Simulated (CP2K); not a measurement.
Two runs for the F K edge of 1,1-difluoroethane. Run A: CP2K XAS_TDP, all-electron GAPW, PBEh(45%), aug-cc-pVDZ, TDA, no relativity. Run B differs in one setting.

First lines with a strength over 0.0015. A:

```csv
atom,energy (eV),states,"strength, one atom"
"F3 (bonded to C), 2 alike",683.49,1,0.0333
,684.27,1,0.0033
,685.17,1,0.0047
,685.33,1,0.0035
,685.83,1,0.0021
```

B:

```csv
atom,energy (eV),states,"strength, one atom"
"F3 (bonded to C), 2 alike",689.88,1,0.0330
,690.67,1,0.0033
,691.57,1,0.0047
,691.72,1,0.0034
,692.22,1,0.0021
```

Question: Which was it: scalar relativity switched on, the functional, the basis, GW2X switched on?

GW2X switched on. GW2X shifts an atom's lines together and keeps their spacings. Against PBEh(45%) in aug-cc-pVDZ, the leading line moves by +6.39 eV, to 689.88 eV.

[Banner, clock and machine lines of the logs are left out without a mark of their own.]

[Logs are printed without paths, hosts, clocks, repeated set-up lines and the standing remarks that a program may print on its own settings, such as how far it seeks lower states.]

[Hosts, paths, dates, database ids (printed as entryN), source tags and the programs' standing remarks are cut or masked in the printed files.]
